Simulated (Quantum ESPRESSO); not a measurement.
## GaN (F-43m): a worked LO-TO splitting

Wanted: the LO mode of GaN (F-43m) from the TO mode and the field response.

Program: Quantum ESPRESSO 7.5. Level of theory: DFT LDA, scalar-relativistic, plane waves, PseudoDojo norm-conserving pseudopotentials. Results are calculated unless marked as measured.

## (1) Set-up

It takes space group F-43m (No. 216, cubic). The conventional cell has a = 4.453 Å, b = 4.453 Å, c = 4.453 Å, α = 90.00°, β = 90.00°, γ = 90.00°. Nearest to Ga lie 4 N at 1.93 Å. Nearest to N lie 4 Ga at 1.93 Å. Farther neighbours and most contacts between anions are not listed.

This is the cell after its relaxation at this level of theory, not the database cell from which that began.

## (2) What the response run gave

A linear-response run on the relaxed cell, with the response to an electric field; only its zone-centre results are used. Cutoff 92 Ry, k mesh 12×12×12.

Log:

```text
[banners, grids, parts of the stress and lines that vanish by symmetry left out]
Program PHONON v.7.5
     Reading xml data from directory:

[...]
Exchange-correlation= PW
                           (   1   4   0   0   0   0   0)
[...]
kinetic-energy cut-off    =      92.0000  Ry
     charge density cut-off    =     368.0000  Ry
     convergence threshold     =      1.0E-18
[...]
Exchange-correlation= PW
                           (   1   4   0   0   0   0   0)
[...]
q = (   0.0000000   0.0000000   0.0000000 )
     25 Sym.Ops. (with q -> -q+G )
     G cutoff =  660.0200  (  17933 G-vectors)     FFT grid: ( 40, 40, 40)
     number of k points=    72
[...]
Mode symmetry, T_d (-43m)  point group:
[...]
Dielectric constant
[...]
End of electric fields calculation
          Dielectric constant in cartesian axis
          (       5.764066930       0.000000000       0.000000000 )
          (       0.000000000       5.764066930      -0.000000000 )
          (       0.000000000      -0.000000000       5.764066930 )
          Effective charges (d Force / dE) in cartesian axis without acoustic sum rule applied (asr)
           atom    1  Ga    Mean Z*:        2.64527
      Ex  (        2.64527        0.00000        0.00000 )
      Ey  (        0.00000        2.64527        0.00000 )
      Ez  (       -0.00000        0.00000        2.64527 )
           atom    2  N     Mean Z*:       -2.64579
      Ex  (       -2.64579       -0.00000       -0.00000 )
      Ey  (       -0.00000       -2.64579        0.00000 )
      Ez  (       -0.00000        0.00000       -2.64579 )
          Effective charges Sum: Mean:       -0.00052
[...]
Effective charges (d Force / dE) in cartesian axis with asr applied:
           atom    1  Ga    Mean Z*:        2.64553
[...]
atom    2  N     Mean Z*:       -2.64553
[...]
Representation #   1 modes #   1   2   3
[...]
End of self-consistent calculation
     Convergence has been achieved
     Representation #   2 modes #   4   5   6
[...]
End of self-consistent calculation
     Convergence has been achieved
[...]
Dielectric constant in cartesian axis
          (       5.764066930       0.000000000       0.000000000 )
          (       0.000000000       5.764066930      -0.000000000 )
          (       0.000000000      -0.000000000       5.764066930 )
          Effective charges (d Force / dE) in cartesian axis without acoustic sum rule applied (asr)
           atom    1  Ga    Mean Z*:        2.64527
      Ex  (        2.64527        0.00000        0.00000 )
      Ey  (        0.00000        2.64527        0.00000 )
      Ez  (       -0.00000        0.00000        2.64527 )
           atom    2  N     Mean Z*:       -2.64579
      Ex  (       -2.64579       -0.00000       -0.00000 )
      Ey  (       -0.00000       -2.64579        0.00000 )
      Ez  (       -0.00000        0.00000       -2.64579 )
          Effective charges Sum: Mean:       -0.00052
[...]
Effective charges (d Force / dE) in cartesian axis with asr applied:
           atom    1  Ga    Mean Z*:        2.64553
[...]
atom    2  N     Mean Z*:       -2.64553
[...]
q = (    0.000000000   0.000000000   0.000000000 )
[...]
freq (    1) =       0.042049 [THz] =       1.402592 [cm-1]
     freq (    2) =       0.042049 [THz] =       1.402592 [cm-1]
     freq (    3) =       0.042049 [THz] =       1.402592 [cm-1]
     freq (    4) =      16.606316 [THz] =     553.927065 [cm-1]
     freq (    5) =      16.606316 [THz] =     553.927065 [cm-1]
     freq (    6) =      16.606316 [THz] =     553.927065 [cm-1]
[...]
Mode symmetry, T_d (-43m)  point group:
     freq (   1-   3) =          1.4  [cm-1]   --> T_2  G_15 P_4   I+R
     freq (   4-   6) =        553.9  [cm-1]   --> T_2  G_15 P_4   I+R

   JOB DONE.
```

```
                       quantity   value
             cell volume Ω (Å³)  22.072
                 mass of Ga (u)  69.723
                  mass of N (u)  14.007
     Born charge of Ga, raw (e)   2.645
      Born charge of N, raw (e)  -2.646
                             ε∞   5.764
ω(TO) after the sum rule (cm⁻¹)   553.9
```

## (3) The calculation

The charges must sum to zero over the cell; taking off their mean, 0.000 e, leaves Z* = 2.646 e on Ga. In the polar mode Ga moves against N, so the reduced mass is μ = 69.72 × 14.01 / 83.73 = 11.664 u.

A longitudinal wave builds up a field that adds to the restoring force: ω(LO)² = ω(TO)² + 4π Z*² / (μ Ω ε∞), in Hartree atomic units. With μ = 21262 electron masses and Ω = 148.95 bohr³ the second term is 4.8180e-06 Ha², or 232079 cm⁻² (1 Ha = 219474.6 cm⁻¹).

So ω(LO) = √(306827 + 232079) = 734.1 cm⁻¹, and by the Lyddane-Sachs-Teller relation ε₀ = ε∞ (ω(LO)/ω(TO))² = 10.12.

## (4) Check against the program

The analysis program adds the same non-analytic term to the full matrix, here for q along (1 0 0).

Log:

```text
[banner, memory and clock lines left out]
Program DYNMAT v.7.5

     Reading Dynamical Matrix from file g.dyn
     ...Force constants read
     ...epsilon and Z* read

     Polarizability (A^3 units)
     multiply by 0.386395 for Clausius-Mossotti correction
         8.367871    0.000000    0.000000
         0.000000    8.367871   -0.000000
         0.000000   -0.000000    8.367871

     IR activities are in (D/A)^2/amu units

# mode   [cm-1]    [THz]      IR
    1     -0.00   -0.0000    0.0000
    2     -0.00   -0.0000    0.0000
    3      0.00    0.0000    0.0000
    4    553.92   16.6061   13.8438
    5    553.92   16.6061   13.8438
    6    734.10   22.0078   13.8438
```

ε₀ comes from the program's run without a direction of q.

```
    quantity  by hand  program
ω(LO) (cm⁻¹)    734.1    734.1
          ε₀    10.12    10.12
```

## (5) Summary of results

| Property | Result |
| --- | --- |
| TO mode | 553.9 cm⁻¹ |
| LO mode | 734.1 cm⁻¹ |
| static dielectric constant | 10.12 |

**Reading.** The LO mode of GaN (F-43m) lies at 734 cm⁻¹, 180 cm⁻¹ above the TO mode; the formula meets the program within 0.1 cm⁻¹, as it must for a cubic crystal with one polar mode. ω(LO)² − ω(TO)² goes with Z*²/ε∞: an error of 5 % in ε∞ would move the LO mode by 7.6 cm⁻¹, and semilocal functionals tend to overestimate ε∞. These are harmonic values at zero temperature, at the volume of this functional, for the structure held cubic; stability elsewhere in the zone is no part of this calculation.

[Host names and launcher messages were left out of these logs when they were recorded.]

[Logs are printed without paths, hosts, clocks, repeated set-up lines and the standing remarks that a program may print on its own settings, such as how far it seeks lower states.]

[Hosts, paths, dates, database ids (printed as entryN), source tags and the programs' standing remarks are cut or masked in the printed files.]
